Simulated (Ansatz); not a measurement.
# Br on Nb(110): change of the work function, part 2 of 2

How does Br on the longbridge site change the work function of Nb(110) as the layer fills?

Ansatz 0.2.0; plane-wave DFT, PBE, Ansatz PAW.

So far, work function, upper face (eV): step 2 (the clean slab) 4.49; step 3 (17 atoms, coverage 0.25 ML, cell 2x2) 4.13; step 4 (18 atoms, coverage 0.5 ML, cell 2x2) 3.79.

## Step 5: The covered slab, k-mesh 11×11×1, coverage 1 ML

System of this step: Br/Nb(110). The cell holds 5 atoms: 4 Nb and 1 Br. Cell: a = 2.858 Å, b = 2.858 Å, c = 27.417 Å, α = 90.0°, β = 90.0°, γ = 70.5°. Vacuum lies along c.

Contents of input.yaml:

```yaml
crystal:
  lattice:
    - [2.3334523779, -1.65, 0.0]
    - [2.3334523779, 1.65, 0.0]
    - [0.0, 0.0, 27.4169313467]
  atoms:
    - { symbol: Nb, position: [0.0, 0.0, 0.3282643081] }
    - { symbol: Nb, position: [0.5, 0.5, 0.4133742116] }
    - { symbol: Nb, position: [0.0, 0.0, 0.4995550182] }
    - { symbol: Nb, position: [0.5, 0.5, 0.5811379145] }
    - { symbol: Br, position: [0.0, 0.0, 0.6717356919] }
kpoints:
  mp_grid: { grid: [11, 11, 1] }
hamiltonian:
  xc: pbe
scf:
  occupations: { method: fermi_dirac, width: 0.1 }
  convergence: { dr2_threshold: 1.0e-08 }
efield:
  axis: 3
  dipole_correction: true
  ramp_position: 0.97
  ramp_width: 0.06
relax:
  f_tol: 0.02
  max_steps: 60
  constraints: [{ sites: [0, 1] }]
output:
  bader: true
  write_potential: true
  write_density: true
  volumetric_format: npy
```

Run with:

```bash
ansatz run input.yaml --threads 4 --pin off --max-ram 6144MiB --backend cpu --events-out ev --progress --plain --runs-dir out
```

Elapsed: 26 s, on 4 threads of AMD EPYC 7R43, shared host; peak memory 0.64 GiB.

The steps of the relaxation:

| step | energy less that of the first step (eV) | largest force component (eV/Å) |
| --- | --- | --- |
| 1 | 0.0000 | 1.1775 |
| 2 | -0.2470 | 0.1301 |
| 3 | -0.2424 | 0.2175 |
| 4 | -0.2528 | 0.0083 |

Relaxation step 3 was tried and not accepted.

The run keeps the 4 symmetry operations that it works with, so distortions that break them were not tested.

The atoms that moved most (Å):

| atom | dx | dy | dz | length |
| --- | --- | --- | --- | --- |
| Br5 | 0.000 | 0.000 | -0.260 | 0.260 |
| Nb4 | 0.000 | 0.000 | 0.109 | 0.109 |
| Nb3 | 0.000 | 0.000 | -0.028 | 0.028 |

Final coordinates:

```xyz
5
Lattice="2.3335 -1.6500 0.0000 2.3335 1.6500 0.0000 0.0000 0.0000 27.4169" Properties=species:S:1:pos:R:3
Nb    0.0000    0.0000    9.0000
Nb    2.3335    0.0000   11.3335
Nb    0.0000    0.0000   13.6680
Nb    2.3335    0.0000   16.0420
Br    0.0000    0.0000   18.1572
```

The relaxation took 4 steps and lowered the energy by 0.25 eV; the largest force on the free atoms ends at 0.0083 eV/Å.

The covered face has 3.77 eV, -0.72 eV against the clean one; the bare back face has moved by +0.02 eV, a measure of how thin the slab is.

## Step 6: Work function against coverage

This step: plane-wave DFT, PBE, Ansatz PAW; work function against coverage (Ansatz 0.2.0).

The runs are now put side by side.

Numbers from this step:

| Item | Value |
| --- | --- |
| work function of the clean face | 4.485 eV |
| largest change of the work function | -0.7179 eV |

The work function of the covered face by coverage:

| coverage (adsorbates/nm²) | work function of the covered face (eV) |
| --- | --- |
| 0.00 | 4.49 |
| 3.25 | 4.13 |
| 6.49 | 3.79 |
| 12.99 | 3.77 |

The dipole per adsorbate comes from the change of the cell's dipole. Coverage, by row:

| coverage (1/nm²) | coverage (ML) | work function (eV) | change (eV) | dipole per adsorbate, positive end outwards (debye) | mean height of the added atoms over the highest substrate atom (Å) |
| --- | --- | --- | --- | --- | --- |
| 3.247 | 0.25 | 4.128 | -0.3576 | 0.287 | 2.022 |
| 6.493 | 0.5 | 3.795 | -0.6903 | 0.285 | 2.056 |
| 12.99 | 1 | 3.767 | -0.7179 | 0.152 | 2.115 |

## Step 7: The slab at 0.25 ML, atoms frozen

This step: plane-wave DFT, PBE, Ansatz PAW (Ansatz 0.2.0).

System of this step: Br/Nb(110). The cell holds 17 atoms: 16 Nb and 1 Br. Cell: a = 5.716 Å, b = 5.716 Å, c = 27.417 Å, α = 90.0°, β = 90.0°, γ = 70.5°. Vacuum lies along c.

To see where the charge goes, the covered slab, the bare substrate and the adsorbate layer are each run at the same frozen positions and on the same grid.

Contents of input.yaml:

```yaml
crystal:
  lattice:
    - [4.6669047558, -3.3, 0.0]
    - [4.6669047558, 3.3, 0.0]
    - [0.0, 0.0, 27.4169313467]
  atoms:
    - { symbol: Nb, position: [0.0, 0.0, 0.3282643081] }
    - { symbol: Nb, position: [0.25, 0.25, 0.4133742116] }
    - { symbol: Nb, position: [0.0, 0.0, 0.5005726499] }
    - { symbol: Nb, position: [0.254681403, 0.254681403, 0.5819446796] }
    - { symbol: Nb, position: [0.0, 0.5, 0.3282643081] }
    - { symbol: Nb, position: [0.25, 0.75, 0.4133742116] }
    - { symbol: Nb, position: [0.0, 0.5, 0.4997559221] }
    - { symbol: Nb, position: [0.2659406368, 0.7340593632, 0.5830964291] }
    - { symbol: Nb, position: [0.5, 0.0, 0.3282643081] }
    - { symbol: Nb, position: [0.75, 0.25, 0.4133742116] }
    - { symbol: Nb, position: [0.5, 0.0, 0.4997559221] }
    - { symbol: Nb, position: [0.7340593632, 0.2659406368, 0.5830964291] }
    - { symbol: Nb, position: [0.5, 0.5, 0.3282643081] }
    - { symbol: Nb, position: [0.75, 0.75, 0.4133742116] }
    - { symbol: Nb, position: [0.5, 0.5, 0.4969049426] }
    - { symbol: Nb, position: [0.745318597, 0.745318597, 0.5819446796] }
    - { symbol: Br, position: [0.0, 0.0, 0.6568500213] }
kpoints:
  mp_grid: { grid: [6, 6, 1] }
hamiltonian:
  xc: pbe
scf:
  occupations: { method: fermi_dirac, width: 0.1 }
  convergence: { dr2_threshold: 1.0e-08 }
efield:
  axis: 3
  dipole_correction: true
  ramp_position: 0.97
  ramp_width: 0.06
output:
  write_potential: true
  write_density: true
  volumetric_format: npy
```

Run time: 44 s. Hardware: 4 threads; peak memory 3 GiB.

Numbers from this step:

| Quantity | Value |
| --- | --- |
| energy at zero smearing | -75614.5575 eV |
| work function, upper face | 4.127 eV |
| work function, lower face | 4.526 eV |
| dipole along the normal | 0.06782 e·Å |
| step between the vacuum levels | -0.3984 eV |

The work function of the upper face is 4.13 eV.

## Step 8: The substrate of the 0.25 ML cell alone

System of this step: Br/Nb(110), substrate alone, atoms held. The cell holds 16 atoms: 16 Nb. Cell: a = 5.716 Å, b = 5.716 Å, c = 27.417 Å, α = 90.0°, β = 90.0°, γ = 70.5°. Vacuum lies along c.

The second part, atoms unmoved.

Changes to input.yaml since step 7:

```diff
@@ -22,3 +22,2 @@
     - { symbol: Nb, position: [0.745318597, 0.745318597, 0.5819446796] }
-    - { symbol: Br, position: [0.0, 0.0, 0.6568500213] }
 kpoints:
```

Wall time 39 s (4 threads); peak memory 2.8 GiB; 2.5 min of CPU time.

This step gave:

```yaml
energy_at_zero_smearing: -72828.4374 eV
work_function_upper_face: 4.478 eV
dipole_along_the_normal: 0.008173 e·Å
step_between_the_vacuum_levels: -0.04801 eV
```

The work function of the upper face is 4.48 eV.

## Step 9: The adsorbate layer of the 0.25 ML cell alone

System of this step: Br/Nb(110), adsorbate layer alone, atoms held. The cell holds 1 atom: 1 Br. Its edges and angles: a = 5.716 Å, b = 5.716 Å, c = 27.417 Å, α = 90.0°, β = 90.0°, γ = 70.5°. Vacuum lies along c.

The third part; a free layer of atoms may carry a moment, so spin is on.

input.yaml, the sections that differ from step 8:

```yaml
crystal:
  lattice:
    - [4.6669047558, -3.3, 0.0]
    - [4.6669047558, 3.3, 0.0]
    - [0.0, 0.0, 27.4169313467]
  atoms:
    - { symbol: Br, position: [0.0, 0.0, 0.6568500213], spin: 1.0 }
magnetization:
  spin_polarized: true
# kpoints, hamiltonian, scf, efield, output: as in step 8
```

Elapsed: 13 s, on 4 threads; peak memory 1 GiB.

This step gave:

```yaml
energy_at_zero_smearing: -2781.8453 eV
total_moment: 0.9983 μB
site_moments: 0.9930 μB
work_function_upper_face: 7.392 eV
dipole_along_the_normal: -5.80e-6 e·Å
```

Site moment by atom:

| atom | site moment (μB) |
| --- | --- |
| Br1 | 0.993 |

The free layer carries a moment of 1.0 μB a cell.

## Step 10: Where the charge went at 0.25 ML

This step: plane-wave DFT, PBE, Ansatz PAW; density difference on adsorption (Ansatz 0.2.0).

The densities of the parts are taken from that of the whole and averaged over planes; the first moment of what is left gives the step in the potential.

This step gave:

```
largest charge moved                 : -0.001450 e/Å²
potential step from the moved charge : -0.3491 eV
```

The electron density difference oscillates, so the rows of the table below give means over windows of 1.29 Å about each position, cut where the curve ends. Its maxima inside the range that stand out by 2 % of the span (Å: e/Å³): 10.9: 1.5e-4, 13.6: 3.0e-4, 14.7: 5.8e-4, 16.0: 0.00274, 17.3: 0.00436. Its minima: 10.0: -2.0e-4, 11.3: -1.7e-4, 14.1: -3.5e-4, 15.4: -6.2e-4, 16.6: -0.00536, 19.0: -0.00129.

Planar mean, whole system less its parts. The electron density difference by z; means over each step:

z (Å), electron density difference (e/Å³) and a bar from the least value:
```
     4.52    0.00000 ##########
     5.80    0.00000 ##########
     7.10   -0.00001 #########
     8.38    0.00005 ##########
     9.68   -0.00008 #########
    10.96   -0.00001 #########
    12.25   -0.00002 #########
    13.54    0.00001 ##########
    14.84    0.00008 ##########
    16.12   -0.00093 
    17.41    0.00200 ##############################
    18.71   -0.00067 ###
    20.00   -0.00039 ######
    21.29   -0.00002 #########
    22.57    0.00000 ##########
```

The electrons moved below z oscillates, so the rows of the table below give means over windows of 1 Å about each position, cut where the curve ends. Its maxima inside the range that stand out by 2 % of the span (Å: e/Å²): 9.4: 6.9e-5, 11.0: -2.9e-6, 13.7: 8.3e-6, 15.0: 1.8e-4, 16.1: 0.00103, 18.1: 0.00142. Its minima: 10.4: -6.1e-5, 13.1: -9.7e-5, 14.3: -1.0e-4, 15.6: -1.9e-5, 16.9: -0.00145.

Planar mean, whole system less its parts. Electrons moved below z against z; means over each step:

| z (Å) | electrons moved below z (e/Å²) |
| --- | --- |
| 4 | -2.0e-8 |
| 5 | -2.2e-7 |
| 6 | -2.0e-6 |
| 7 | -1.2e-5 |
| 8 | -7.9e-6 |
| 9 | 5.0e-5 |
| 10 | -9.0e-6 |
| 11 | -3.0e-5 |
| 12 | -5.2e-5 |
| 13 | -8.5e-5 |
| 14 | -4.3e-5 |
| 15 | 9.9e-5 |
| 16 | 4.4e-4 |
| 17 | -6.7e-4 |
| 18 | 0.00128 |
| 19 | 8.5e-4 |
| 20 | 1.3e-4 |
| 21 | 9.9e-6 |
| 22 | 1.1e-6 |
| 23 | 5.3e-7 |
| 24 | 5.0e-7 |
| 25 | 5.0e-7 |
| 26 | 5.0e-7 |
| 27 | 5.0e-7 |

## Step 11: A changed input: basis.ecutwfc = "800 eV"

This step: plane-wave DFT, PBE, Ansatz PAW (Ansatz 0.2.0).

System of this step: Br/Nb(110). The cell holds 5 atoms: 4 Nb and 1 Br. Cell: a = 2.858 Å, b = 2.858 Å, c = 27.417 Å, α = 90.0°, β = 90.0°, γ = 70.5°. Vacuum lies along c.

A run with a changed input: it repeats the earlier run at 1 ML with basis.ecutwfc to 800 eV.

input.yaml, the sections that differ from step 9:

```yaml
crystal:
  lattice:
    - [2.3334523779, -1.65, 0.0]
    - [2.3334523779, 1.65, 0.0]
    - [0.0, 0.0, 27.4169313467]
  atoms:
    - { symbol: Nb, position: [0.0, 0.0, 0.3282643081] }
    - { symbol: Nb, position: [0.5, 0.5, 0.4133742116] }
    - { symbol: Nb, position: [0.0, 0.0, 0.4995550182] }
    - { symbol: Nb, position: [0.5, 0.5, 0.5811379145] }
    - { symbol: Br, position: [0.0, 0.0, 0.6717356919] }
kpoints:
  mp_grid: { grid: [11, 11, 1] }
relax:
  f_tol: 0.02
  max_steps: 60
  constraints: [{ sites: [0, 1] }]
output:
  bader: true
  write_potential: true
  write_density: true
  volumetric_format: npy
basis:
  ecutwfc: "800 eV"
# hamiltonian, scf, efield: as in step 9
# magnetization: removed
```

It took 56 s on 4 threads; peak memory 1.2 GiB.

Relaxation path:

| step | energy less that of the first step (eV) | largest force component (eV/Å) |
| --- | --- | --- |
| 1 | 0.0000 | 1.1772 |
| 2 | -0.2470 | 0.1302 |
| 3 | -0.2423 | 0.2179 |
| 4 | -0.2529 | 0.0084 |

Relaxation step 3 was tried and not accepted.

Forces are held to the 4 operations that the run works with; a distortion that breaks them can't arise in this run.

The atoms that moved most (Å):

| atom | dx | dy | dz | length |
| --- | --- | --- | --- | --- |
| Br5 | 0.000 | 0.000 | -0.260 | 0.260 |
| Nb4 | 0.000 | 0.000 | 0.109 | 0.109 |
| Nb3 | 0.000 | 0.000 | -0.028 | 0.028 |

The relaxed structure:

```cif
data_structure
_symmetry_space_group_name_H-M 'P 1'
_symmetry_Int_Tables_number 1
_cell_length_a 2.8579
_cell_length_b 2.8579
_cell_length_c 27.4169
_cell_angle_alpha 90.000
_cell_angle_beta 90.000
_cell_angle_gamma 70.529
_cell_volume 211.12
loop_
_atom_site_label
_atom_site_type_symbol
_atom_site_fract_x
_atom_site_fract_y
_atom_site_fract_z
_atom_site_occupancy
Nb1 Nb 0.00000 0.00000 0.32826 1
Nb2 Nb 0.50000 0.50000 0.41337 1
Nb3 Nb 0.00000 0.00000 0.49852 1
Nb4 Nb 0.50000 0.50000 0.58511 1
Br5 Br 0.00000 0.00000 0.66226 1
```

This step gave:

* energy at zero smearing: -20991.0609 eV
* work function, upper face: 3.767 eV
* work function, lower face: 4.556 eV
* dipole along the normal: 0.03356 e·Å
* step between the vacuum levels: -0.7887 eV

| quantity | this run | earlier run | difference |
| --- | --- | --- | --- |
| work function, upper face (eV) | 3.767 | 3.767 | 2.6e-5 |
| work function, lower face (eV) | 4.556 | 4.556 | 1.7e-5 |
| dipole along the normal (e·Å) | 0.03356 | 0.03356 | -3.9e-7 |

Nothing in the table moves by 0.01 in its unit (for the dipole 0.5 % and 5e-5 e·Å).

## Step 12: A changed input: efield.amplitude = -0.05

System of this step: Nb(110). The cell holds 4 atoms: 4 Nb. Its edges and angles: a = 2.858 Å, b = 2.858 Å, c = 25.000 Å, α = 90.0°, β = 90.0°, γ = 70.5°. Vacuum lies along c.

Another changed input: it repeats the earlier run at 0 ML with efield.amplitude to -0.05.

input.yaml, the sections that differ from step 11:

```yaml
crystal:
  lattice:
    - [2.3334523779, -1.65, 0.0]
    - [2.3334523779, 1.65, 0.0]
    - [0.0, 0.0, 25.0003571337]
  atoms:
    - { symbol: Nb, position: [0.0, 0.0, 0.3599948573] }
    - { symbol: Nb, position: [0.5, 0.5, 0.4533316191] }
    - { symbol: Nb, position: [0.0, 0.0, 0.5466683809] }
    - { symbol: Nb, position: [0.5, 0.5, 0.6400051427] }
efield:
  axis: 3
  dipole_correction: true
  ramp_position: 0.97
  ramp_width: 0.06
  amplitude: -0.05
output:
  write_potential: true
  write_density: true
  volumetric_format: npy
# kpoints, hamiltonian, scf, relax: as in step 11
# basis: removed
```

Run time: 14 s. Hardware: 4 threads; peak memory 0.58 GiB.

The steps of the relaxation:

| step | energy less that of the first step (eV) | largest force component (eV/Å) |
| --- | --- | --- |
| 1 | 0.0000 | 0.4313 |
| 2 | 0.0056 | 0.6134 |
| 3 | -0.0187 | 0.0232 |
| 4 | -0.0188 | 0.0063 |

Relaxation step 2 was tried and not accepted.

The run keeps the 4 symmetry operations that it works with, so distortions that break them were not tested.

The atoms that moved most (Å):

| atom | dx | dy | dz | length |
| --- | --- | --- | --- | --- |
| Nb4 | 0.000 | 0.000 | -0.067 | 0.067 |
| Nb3 | 0.000 | 0.000 | 0.029 | 0.029 |

Final coordinates:

```xyz
4
Lattice="2.3335 -1.6500 0.0000 2.3335 1.6500 0.0000 0.0000 0.0000 25.0004" Properties=species:S:1:pos:R:3
Nb    0.0000    0.0000    9.0000
Nb    2.3335    0.0000   11.3335
Nb    0.0000    0.0000   13.6963
Nb    2.3335    0.0000   15.9333
```

This step gave:

```
energy at zero smearing : -18207.1376 eV
dipole along the normal : -0.02198 e·Å
```

| quantity | this run | earlier run | difference |
| --- | --- | --- | --- |
| dipole along the normal (e·Å) | -0.02198 | 0.001984 | -0.024 |

The applied field differs between the two, so the dipoles differ in any case.

## Step 13: Summary of results

| Property | Result |
| --- | --- |
| work function of the clean face | 4.49 eV |
| work function at 0.25 ML | 4.13 eV |
| work function at 0.5 ML | 3.79 eV |
| work function at 1 ML | 3.77 eV |
| dipole per adsorbate at 0.25 ML, positive end outwards | 0.29 D |
| step of the potential from the moved charge at 0.25 ML, upper less lower side, atoms held | -0.349 eV |

What this shows: Br lowers the work function of Nb(110) at the lowest coverage, by 0.36 eV: the adsorbate layer has its positive end outwards. The dipole per adsorbate falls from 0.29 to 0.15 D as the layer fills. Neighbouring dipoles depolarise each other, and heights and bonding change with coverage too. An electronegative adsorbate that lowers the work function shows that charge transfer alone doesn't fix the sign: the pushed-back electron tail of the metal and the adsorbate's own polarisation count too. At the highest coverage the adsorbates are pressed to about 2.9 Å, closer than unbonded atoms of this kind usually come, so a real layer may not reach it. The slab has 4 layers, at the tabulated experimental lattice constant, one starting site was run, and quantum-size effects of a slab this thin can reach one or two tenths of an eV.

[Logs are printed without paths, hosts, clocks, repeated set-up lines and the standing remarks that a program may print on its own settings, such as how far it seeks lower states.]

[Hosts, paths, dates, database ids (printed as entryN), source tags and the programs' standing remarks are cut or masked in the printed files.]

[Maps of the electrostatic potential energy from Ansatz leave out the sawtooth potential of an applied field or a dipole correction, so their vacuum need not be flat; planar profiles and work functions include it.]
